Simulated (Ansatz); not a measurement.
# RbSnH3 in P4/nmm, a phase reached by a soft mode: a soft mode frozen in

Which phase does RbSnH3 in P4/nmm, a phase reached by a soft mode fall into along its unstable mode, and how much energy does it gain?

Main program and level: Ansatz 0.2.0; DFT LDA, scalar-relativistic, plane waves, PAW; PAW set soft_1.

Most raw output is cut from this account.

The structure was built from a prototype and need not be the compound's stable phase.

In doubt: the program warns that the response may not be converged on this k-mesh (step 8), which bears on the force constants and all frequencies.

### 1. Set-up

The structure is tetragonal, space group P4/nmm (No. 129). Conventional cell: a = 5.894 Å, b = 5.894 Å, c = 4.718 Å, α = 90.00°, β = 90.00°, γ = 90.00°. Nearest to Rb lie 12 H at 3.05 to 3.15 Å. Sn has 5 H at 1.82 to 2.10 Å nearest. H has 2 Sn at 2.10 Å and 6 H at 2.61 to 2.95 Å and 4 Rb at 3.15 Å nearest. Nearest to H lie 2 Sn at 1.82 to 2.90 Å and 4 H at 2.61 Å and 4 Rb at 3.05 Å. Farther neighbours are not listed.

### 2. Linear response at the zone centre

This phase was reached earlier by freezing in an unstable mode of a structure of higher symmetry and relaxing. Its zone-centre modes can show that it is still unstable.

File input.yaml:

```yaml
crystal:
  lattice:
    - [5.8936260374, 0.0, 0.0]
    - [0.0, 5.8936260374, 0.0]
    - [0.0, 0.0, 4.7184422517]
  atoms:
    - { symbol: Rb, position: [0.5, 0.5, 0.0] }
    - { symbol: Rb, position: [0.0, 0.0, 0.0] }
    - { symbol: Sn, position: [0.0, 0.5, 0.4499859121] }
    - { symbol: Sn, position: [0.5, 0.0, 0.5500140879] }
    - { symbol: H, position: [0.25, 0.25, 0.5] }
    - { symbol: H, position: [0.75, 0.75, 0.5] }
    - { symbol: H, position: [0.25, 0.75, 0.5] }
    - { symbol: H, position: [0.75, 0.25, 0.5] }
    - { symbol: H, position: [0.0, 0.5, 0.8347278425] }
    - { symbol: H, position: [0.5, 0.0, 0.1652721575] }
kpoints:
  mp_grid: { grid: [6, 6, 8] }
hamiltonian:
  xc: lda
  pseudopotentials: { kind: paw, azcp: { folder: soft_1 }, xc_functional: pbe }
scf:
  occupations: { method: methfessel_paxton, width: 0.2 }
output:
  eigenvalues: true
phonons:
  method: dfpt
```

Run with:

```console
$ ansatz run input.yaml --threads 4 --pin off --max-ram 16384MiB --backend cpu --events-out ev --progress --plain --runs-dir out
```

Wall time 3 min (4 threads of Arm Neoverse V1, shared host); peak memory 2.6 GiB.

Numbers from this step:

| Item | Value |
| --- | --- |
| volume per atom | 16.39 Å³ |
| gap on the k-mesh | 0 eV |
| sum-rule residual before enforcement | 2.76e-5 eV/Å² |
| point group | 4/mmm |
| highest optical mode at the zone centre (no LO-TO term) | 1404 cm⁻¹ |
| lowest optical zone-centre mode | -895.1 cm⁻¹ |

Patterns of degenerate modes are one choice out of their space. The modes at Γ (shares of kinetic energy by element, %) (negative means imaginary):

```csv
mode,frequency (cm⁻¹),symmetry,Rb %,Sn %,H %
1,-895.1,Eu,0,1,99
2,-895.1,Eu,0,1,99
3,-52.9,Eu,10,11,79
4,-52.9,Eu,10,11,79
5,0.0,acoustic,41,57,1
6,0.0,acoustic,41,57,1
7,0.0,acoustic,41,57,1
8,54.2,B1g,100,0,0
9,60.9,Eg,90,10,0
10,60.9,Eg,90,10,0
11,75.9,A2u,59,40,2
12,81.7,Eu,49,30,21
13,81.7,Eu,49,30,21
14,106.0,A1g,0,99,1
15,133.7,Eg,10,89,1
16,133.7,Eg,10,89,1
17,168.4,A1u,0,0,100
18,504.3,Eu,0,1,99
19,504.3,Eu,0,1,99
20,563.0,A2u,0,2,98
21,601.0,B1u,0,0,100
22,614.8,Eg,0,1,99
23,614.8,Eg,0,1,99
24,678.8,B2u,0,0,100
25,770.1,Eu,0,0,100
26,770.1,Eu,0,0,100
27,1105.7,A2u,0,0,100
28,1212.8,B1u,0,0,100
29,1402.5,A1g,0,1,99
30,1404.0,A2u,0,1,99
```

Displacements in mode 1 (-895.1 cm⁻¹), the largest set to 1:
```
Rb1  0.00  0.00  0.00
Rb2  0.00  0.00  0.00
Sn3  0.00 -0.02  0.00
Sn4  0.00 -0.02  0.00
H5  -0.94  0.77 -0.36
H6  -0.94  0.77  0.36
H7   1.00  0.85  0.39
H8   1.00  0.85 -0.39
H9   0.01  0.32  0.00
H10  0.01  0.32  0.00
```

Displacements in mode 9 (60.9 cm⁻¹), the largest set to 1:
```
Rb1 -1.00  0.00  0.00
Rb2  1.00  0.00  0.00
Sn3 -0.28  0.00  0.00
Sn4  0.28  0.00  0.00
H5   0.00  0.00  0.00
H6   0.00  0.00  0.00
H7   0.00  0.00  0.00
H8   0.00  0.00  0.00
H9  -0.22  0.00  0.00
H10  0.22  0.00  0.00
```

Before it was imposed, the acoustic sum rule was missed by 2.8e-5 eV/Å². Small misses are needed for a sound result but don't prove that mesh and cutoff are converged. The lowest optical mode is imaginary, 895.1i cm⁻¹, so the energy falls along it.

### 3. The mode frozen in, largest atomic shift 0 Å

The mode followed lies at Γ with frequency 895.1i cm⁻¹ and is 2-fold degenerate, the softest among the wavevectors solved. At small amplitude the distorted cell has space group no. 39 by a symmetry search on the positions. The undistorted cell that holds it gives the zero of energy on the same k mesh.

Edit input.yaml of step 2 so:

```diff
@@ -24,4 +24,4 @@
 output:
+  forces: true
+  stress: true
   eigenvalues: true
-phonons:
-  method: dfpt
```

Run time: 4.8 s. Hardware: 4 threads; peak memory 0.55 GiB; 18 s of CPU time.

Numbers from this step:

```
pressure                         : 0.002178 GPa
energy from the undistorted cell : 0 meV/atom
```

The run ends at a pressure of 0.00 GPa, with forces up to 2.5e-4 eV/Å.

### 4. The mode frozen in, largest atomic shift 0.22 Å

The atoms are moved along the unstable eigenvector, the largest shift by 0.22 Å, with the cell fixed.

input.yaml, the sections that differ from step 3:

```yaml
crystal:
  lattice:
    - [5.8936260374, 0.0, 0.0]
    - [0.0, 5.8936260374, 0.0]
    - [0.0, 0.0, 4.7184422517]
  atoms:
    - { symbol: Rb, position: [0.4999777609, 0.4999777609, 0.0] }
    - { symbol: Rb, position: [-2.22391e-05, -2.22391e-05, 0.0] }
    - { symbol: Sn, position: [-0.0002185514, 0.4997814486, 0.4499859121] }
    - { symbol: Sn, position: [0.4997814486, -0.0002185514, 0.5500140879] }
    - { symbol: H, position: [0.2477271355, 0.2477271355, 0.5] }
    - { symbol: H, position: [0.7477271355, 0.7477271355, 0.5] }
    - { symbol: H, position: [0.275290455, 0.775290455, 0.5133480182] }
    - { symbol: H, position: [0.775290455, 0.275290455, 0.4866519818] }
    - { symbol: H, position: [0.0046063774, 0.5046063774, 0.8347278425] }
    - { symbol: H, position: [0.5046063774, 0.0046063774, 0.1652721575] }
# kpoints, hamiltonian, scf, output: as in step 3
```

It took 9.1 s on 4 threads; peak memory 0.57 GiB; 35 s of CPU time.

This step gave:

```
pressure                         : 0.6074 GPa
gap on the k-mesh                : 0.1541 eV
energy from the undistorted cell : -7.24 meV/atom
```

The energy, extrapolated to zero smearing, is -7.24 meV/atom against the undistorted cell.

The run ends at a pressure of 0.61 GPa, with forces up to 0.097 eV/Å.

### 5. Energy along the mode, all amplitudes (two of the runs are shown above)

An imaginary frequency means negative curvature, so the energy should fall and then rise again as anharmonic terms take over.

This step gave:

* depth at the lowest point sampled: 7.24 meV/atom
* largest atomic shift at that point: 0.22 Å

The energy from the parent by largest atomic shift:

```csv
largest atomic shift (Å),energy from the parent (meV/atom)
0.000,0
0.040,-0.489
0.080,-1.80
0.140,-4.46
0.220,-7.24
0.320,-4.44
0.450,22.6
```

Displacement at unit largest shift by atom:

```csv
atom,x (Å),y (Å),z (Å),size
Rb1,0.00,0.00,0.00,0.00
Rb2,0.00,0.00,0.00,0.00
Sn3,-0.01,-0.01,0.00,0.01
Sn4,-0.01,-0.01,0.00,0.01
H5,-0.06,-0.06,0.00,0.09
H6,-0.06,-0.06,0.00,0.09
H7,0.68,0.68,0.29,1.00
H8,0.68,0.68,-0.29,1.00
H9,0.12,0.12,0.00,0.17
H10,0.12,0.12,0.00,0.17
```

The lowest of the steps tried is at 0.22 Å, 7.24 meV/atom below the parent; the bottom of the well need not coincide with a step.

### 6. Relaxation from the frozen mode

Starting from the lowest point found, all atoms and the cell are let go, so that strain and other modes of the same symmetry can join in.

Edit input.yaml of step 4 so:

```diff
@@ -27 +27,6 @@
   eigenvalues: true
+relax:
+  adjacent_minimum: "off"
+  f_tol: 0.002
+  max_steps: 120
+  cell: { stress_tol: 0.03 }
```

It took 2.3 min on 4 threads; peak memory 0.66 GiB; 9.2 min of CPU time.

Relaxation path:

```csv
step,energy less that of the first step (eV),largest force component (eV/Å),pressure (GPa),volume (Å³)
1,0.0000,0.0868,0.61,163.89
2,-0.0647,0.2783,-0.26,169.26
3,-0.0924,0.1052,-0.25,172.13
4,-0.1023,0.0271,-0.04,172.09
5,-0.1060,0.0277,0.04,171.49
6,-0.1135,0.0400,0.07,170.51
7,-0.1152,0.0081,-0.01,171.71
8,-0.1149,0.0197,0.01,171.81
9,-0.1154,0.0087,-0.02,171.89
10,-0.1155,0.0026,0.01,171.69
11,-0.1155,0.0003,0.00,171.72
12*,-0.1198,0.0007,0.02,171.72
13,-0.1198,0.0011,0.00,171.84
14*,-0.1199,0.0011,0.00,171.84
```

Relaxation steps marked * repeat the geometry before them on a plane-wave basis chosen anew for their cell, so energy and pressure can jump there. Relaxation step 8 was tried and not accepted.

The run keeps the 4 symmetry operations that it works with, so distortions that break them were not tested.

```csv
"conventional cell, symmetrised",before,after,change
a (Å),4.718,4.588,-2.8 %
b (Å),8.335,8.319,-0.2 %
c (Å),8.335,9.004,+8.0 %
volume (Å³/atom),16.39,17.18,+4.8 %
```

The atoms that moved most (Å, as changes of fractional coordinates times the final cell):

```csv
atom,dx,dy,dz,length
H7,0.177,0.177,0.312,0.400
H8,0.177,0.177,-0.312,0.400
H9,-0.079,-0.079,0.058,0.126
H10,-0.079,-0.079,-0.058,0.126
H6,-0.085,-0.085,0.000,0.121
H5,-0.085,-0.085,0.000,0.121
Rb2,-0.043,-0.043,0.000,0.060
Rb1,-0.043,-0.043,0.000,0.060
```

This step gave:

```
pressure          : 0.004332 GPa
volume per atom   : 17.18 Å³
gap on the k-mesh : 0.6893 eV
```

The distorted start has space group Aem2; the relaxation ends in Aem2.

### 7. The new phase in its own primitive cell

The relaxed structure is symmetrised, reduced to its primitive cell and relaxed tightly, as its phonons need.

File input.yaml:

```yaml
crystal:
  lattice:
    - [4.5879653688, 0.0, 0.0]
    - [0.0, 4.1596750905, 4.5020577797]
    - [0.0, -4.1596750905, 4.5020577797]
  atoms:
    - { symbol: Rb, position: [0.0, 0.4932638893, 0.4932638893] }
    - { symbol: Rb, position: [0.0, 0.9932638893, 0.9932638893] }
    - { symbol: Sn, position: [0.4517026343, 0.0045924203, 0.5045924203] }
    - { symbol: Sn, position: [0.5482973657, 0.5045924203, 0.0045924203] }
    - { symbol: H, position: [0.5, 0.2343278471, 0.2343278471] }
    - { symbol: H, position: [0.5, 0.7343278471, 0.7343278471] }
    - { symbol: H, position: [0.5813887037, 0.303049204, 0.803049204] }
    - { symbol: H, position: [0.4186112963, 0.803049204, 0.303049204] }
    - { symbol: H, position: [0.8474506063, 0.9921498166, 0.4921498166] }
    - { symbol: H, position: [0.1525493937, 0.4921498166, 0.9921498166] }
kpoints:
  mp_grid: { grid: [6, 4, 4] }
hamiltonian:
  xc: lda
  pseudopotentials: { kind: paw, azcp: { folder: soft_1 }, xc_functional: pbe }
scf:
  occupations: { method: fixed }
output:
  forces: true
  stress: true
  eigenvalues: true
relax:
  adjacent_minimum: "off"
  f_tol: 0.001
  max_steps: 60
  cell: { stress_tol: 0.01 }
```

The job ended after 37 s (4 threads; peak memory 0.51 GiB).

The steps of the relaxation:

```csv
step,energy less that of the first step (eV),largest force component (eV/Å),pressure (GPa),volume (Å³)
1,0.0000,0.0196,0.03,171.84
2,0.0002,0.0533,-0.01,172.19
3,-0.0005,0.0050,0.01,172.13
4,-0.0006,0.0057,0.00,172.30
5,-0.0006,0.0029,-0.02,172.42
6,-0.0006,0.0006,0.00,172.36
7,-0.0006,0.0008,0.00,172.35
8*,-0.0007,0.0008,0.00,172.35
```

Relaxation steps marked * repeat the geometry before them on a plane-wave basis chosen anew for their cell, so energy and pressure can jump there. Relaxation step 2 was tried and not accepted.

Forces are held to the 4 operations that the run works with; a distortion that breaks them can't arise in this run.

```csv
"conventional cell, symmetrised",before,after,change
a (Å),4.588,4.597,+0.2 %
b (Å),8.319,8.306,-0.2 %
c (Å),9.004,9.027,+0.3 %
volume (Å³/atom),17.18,17.24,+0.3 %
```

The atoms that moved most (Å, as changes of fractional coordinates times the final cell):

```csv
atom,dx,dy,dz,length
H8,-0.017,0.000,0.011,0.020
H7,0.017,0.000,0.011,0.020
H6,0.000,0.000,-0.019,0.019
H5,0.000,0.000,-0.019,0.019
Rb1,0.000,0.000,0.009,0.009
Rb2,0.000,0.000,0.009,0.009
H10,0.007,0.000,-0.006,0.009
H9,-0.007,0.000,-0.006,0.009
```

This step gave:

```
pressure           : 1.70e-4 GPa
gap on the k-mesh  : 0.7045 eV
volume per atom    : 17.24 Å³
direct gap on mesh : 0.8438 eV
```

The largest force component left is 0.79 meV/Å and the pressure is 0.000 GPa, within the tolerances set. The cell now holds 17.24 Å³/atom.

### 8. Modes of the new phase

A relaxed structure may still be a saddle point, so its zone-centre modes are computed. The response to a homogeneous field gives the Born charges and the dielectric tensor.

File input.yaml:

```yaml
crystal:
  lattice:
    - [4.5973822909, 0.0, 0.0]
    - [0.0, 4.1531178126, 4.5133891465]
    - [0.0, -4.1531178126, 4.5133891465]
  atoms:
    - { symbol: Rb, position: [0.0, 0.4943146923, 0.4943146923] }
    - { symbol: Rb, position: [0.0, 0.9943146923, 0.9943146923] }
    - { symbol: Sn, position: [0.4515326628, 0.0050749854, 0.5050749854] }
    - { symbol: Sn, position: [0.5484673372, 0.5050749854, 0.0050749854] }
    - { symbol: H, position: [0.5, 0.2321888102, 0.2321888102] }
    - { symbol: H, position: [0.5, 0.7321888102, 0.7321888102] }
    - { symbol: H, position: [0.5851027874, 0.3042922243, 0.8042922243] }
    - { symbol: H, position: [0.4148972126, 0.8042922243, 0.3042922243] }
    - { symbol: H, position: [0.845972375, 0.9915124651, 0.4915124651] }
    - { symbol: H, position: [0.154027625, 0.4915124651, 0.9915124651] }
kpoints:
  mp_grid: { grid: [6, 4, 4] }
hamiltonian:
  xc: lda
  pseudopotentials: { kind: paw, azcp: { folder: soft_1 }, xc_functional: pbe }
scf:
  occupations: { method: fixed }
output:
  eigenvalues: true
phonons:
  method: dfpt
  dielectric: true
  rigid_motions: translations
```

Run time: 3.9 min. Hardware: 4 threads; peak memory 2.1 GiB.

Numbers from this step:

```
sum-rule residual before enforcement                    : 9.45e-5 eV/Å²
miss of the charge sum rule                             : 0.04780 e
estimated error of the dielectric tensor                : 1.809
estimated error of the Born charges                     : 1.843 e
point group                                             : mm2
highest optical mode at the zone centre (no LO-TO term) : 1516 cm⁻¹
lowest optical zone-centre mode                         : -800.5 cm⁻¹
mean high-frequency dielectric constant                 : 12.81
largest Born charge (third of the trace)                : 2.899 e
top of the zone-centre spectrum with the field          : 1518 cm⁻¹
```

Patterns of degenerate modes are one choice out of their space. Modes at Γ, with each element's share of the kinetic energy (negative means imaginary):

```csv
mode,frequency (cm⁻¹),symmetry,Rb %,Sn %,H %
1,-800.5,B2,0,1,99
2,-191.5,B2,0,1,99
3,0.0,acoustic,41,57,1
4,0.0,acoustic,41,57,1
5,0.0,acoustic,41,57,1
6,44.5,A2,75,23,2
7,49.7,B2,99,1,0
8,62.1,not assigned,55,44,1
9,62.1,not assigned,79,21,1
10,70.0,B1,62,37,1
11,75.2,B2,59,39,1
12,84.9,A1,4,95,1
13,89.1,A2,23,49,28
14,108.8,B1,18,81,1
15,162.4,A2,2,27,71
16,274.9,A1,0,0,100
17,363.0,B1,0,1,99
18,558.4,A1,0,1,99
19,565.1,B1,0,1,99
20,596.2,A2,0,1,99
21,626.3,B2,0,0,100
22,646.6,B1,0,1,99
23,666.6,A1,0,1,99
24,729.5,A2,0,0,100
25,744.7,B2,0,0,100
26,1220.1,B1,0,0,100
27,1373.2,A1,0,1,99
28,1386.2,B1,0,1,99
29,1388.5,A1,0,1,99
30,1515.8,B1,0,1,99
```

Displacements in mode 1 (-800.5 cm⁻¹), the largest set to 1:
```
Rb1  0.00  0.00  0.00
Rb2  0.00  0.00  0.00
Sn3  0.00 -0.01  0.00
Sn4  0.00 -0.01  0.00
H5   0.34  1.00  0.00
H6  -0.34  1.00  0.00
H7   0.00  0.21  0.00
H8   0.00  0.21  0.00
H9   0.00  0.13  0.00
H10  0.00  0.13  0.00
```

Displacements in mode 28 (1386.2 cm⁻¹), the largest set to 1:
```
Rb1  0.00  0.00  0.00
Rb2  0.00  0.00  0.00
Sn3 -0.01  0.00  0.00
Sn4 -0.01  0.00  0.00
H5  -0.01  0.07  0.00
H6  -0.01 -0.07  0.00
H7  -0.02  0.00  0.02
H8  -0.02  0.00 -0.02
H9   1.00  0.00 -0.04
H10  1.00  0.00  0.04
```

High-frequency dielectric tensor, which the program warns is not settled by the k meshes in reach. Tensor:

```csv
,x,y,z
x,6.78,0,0
y,0,23.98,0
z,0,0,7.661
```

Optical modes at the zone centre, without and with the macroscopic field of the longitudinal modes; each column is sorted by frequency, so a row need not hold one and the same mode. Modes with and without the field, by row:

```csv
rank among optical modes,no field (cm⁻¹),"q along (1, 0, 0) (cm⁻¹)","q along (0, 1, 0) (cm⁻¹)","q along (0, 0, 1) (cm⁻¹)"
1,-800.5,-800.5,-226.7,-800.5
2,-191.5,-191.5,44.5,-191.5
3,44.5,44.5,49.4,44.5
4,49.7,49.7,62.1,49.7
5,62.1,62.1,62.1,62.1
6,62.1,63.1,68.7,70
7,70,75.2,70,75.2
8,75.2,84.9,84.9,77.3
9,84.9,85.8,89.1,86
10,89.1,89.1,108.8,89.1
11,108.8,108.8,162.4,108.8
12,162.4,162.4,274.9,162.4
13,274.9,274.9,363,280.3
14,363,363.8,558.4,363
15,558.4,558.4,565.1,562.6
16,565.1,574,596.2,565.1
17,596.2,596.2,601.6,596.2
18,626.3,626.3,644.4,626.3
19,646.6,664.5,646.6,646.6
20,666.6,666.6,666.6,675
21,729.5,729.5,729.5,729.5
22,744.7,744.7,798.2,744.7
23,1220,1221,1220,1220
24,1373,1373,1373,1386
25,1386,1388,1386,1386
26,1388,1435,1388,1430
27,1516,1518,1516,1516
```

Born charge (rows field, columns displacement) (e), principal values of the symmetric part by kind of site:

```csv
atom,atoms with these values,low,middle,high,mean
Rb1,2,1.16,1.31,1.37,1.28
Sn3,2,0.55,1.09,7.06,2.90
H5,2,-6.59,-0.39,-0.36,-2.45
H7,2,-1.45,-1.00,-0.39,-0.95
H9,2,-1.33,-0.77,-0.26,-0.79
```

In full for Sn3:

```
 0.83  0.00 -0.30
 0.00  7.06  0.00
-0.23  0.00  0.81
```

Transverse modes; imaginary modes are left out. Lines of the infrared spectrum (strongest = 100):

```csv
position (cm⁻¹),lines merged,relative intensity
45,1,0.0
50,1,0.0
62,2,2.4
70,1,1.8
75,1,2.1
85,1,0.1
89,1,0.0
109,1,0.0
162,1,0.0
275,1,2.6
363,1,0.4
558,1,4.3
565,1,9.3
596,1,0.0
626,1,2.6
647,1,16
667,1,9.2
730,1,0.0
745,1,29
1220,1,1.0
1373,1,100
1386,1,95
1388,1,16
1516,1,2.8
```

Before it was imposed, the acoustic sum rule was missed by 9.4e-5 eV/Å² and the charge sum rule by 0.048 e. The charge miss is large and points to the mesh or the basis. The lowest optical mode is imaginary, 800.5i cm⁻¹, so the energy falls along it.

The log warns of the k mesh: “the force constants stand on the 6×4×4 k-mesh, whose period is 7.94 times the interband length at k = (-0.5000, 0.0000, 0.0000), direct gap 1.127 eV, under 14: take them and everything formed from them as unconverged”.

### 9. What came out

```yaml
unstable_mode_of_the_parent: q = (0, 0, 0), 895i cm⁻¹
depth_at_the_lowest_point_sampled: 7.24 meV/atom
largest_atomic_shift_at_that_point: 0.22 Å
space_group_reached_within_0p01_a: Aem2
energy_gained_over_the_parent_first_relaxation_on_the_mesh_of_the_frozen_mode: 19.2 meV/atom
volume_per_atom_phase_reached: 17.2 Å³
gap_on_the_k_mesh_phase_reached: 0.704 eV
lowest_optical_zone_centre_mode_phase_reached: -800 cm⁻¹
highest_optical_mode_at_the_zone_centre_no_lo_to_term_phase_reached: 1516 cm⁻¹
```

Along this mode the structure falls into Aem2, 19.2 meV/atom below the parent. At the parent's cell the well is 7.24 meV/atom deep on the steps tried, with its lowest point at a shift of 0.22 Å. Relaxing atoms and cell changes the gain by +11.94 meV/atom against the lowest step (energies at zero smearing). Most of the total comes from this relaxation. The new phase still has an imaginary mode at the zone centre of its cell, so it is a saddle point on the way to a lower structure. Of the 2 patterns followed to their end from this parent, this one ends 25.0 meV/atom above the lowest, Pmn2_1. Each path keeps the symmetry of its pattern, so a lower phase may lie along a pattern not tried. With the field response the log warns that the k mesh is coarse for the force constants too, so the frequencies may not be converged. With no gap, or one that is small against the smearing, the frequencies hang on the k mesh and the smearing, most of all near Kohn anomalies. In at least one run the field response is not settled by the k meshes in reach, so its dielectric tensor, Born charges and longitudinal modes are rough. Spin-orbit coupling is left out, which can matter for the heavy elements here. The PAW files were made for PBE and serve the other functionals too. The starting cell was built on a prototype and not taken from a measurement, so the phase need not exist.

[Logs are printed without paths, hosts, clocks, repeated set-up lines and the standing remarks that a program may print on its own settings, such as how far it seeks lower states.]

[Hosts, paths, dates, database ids (printed as entryN), source tags and the programs' standing remarks are cut or masked in the printed files.]
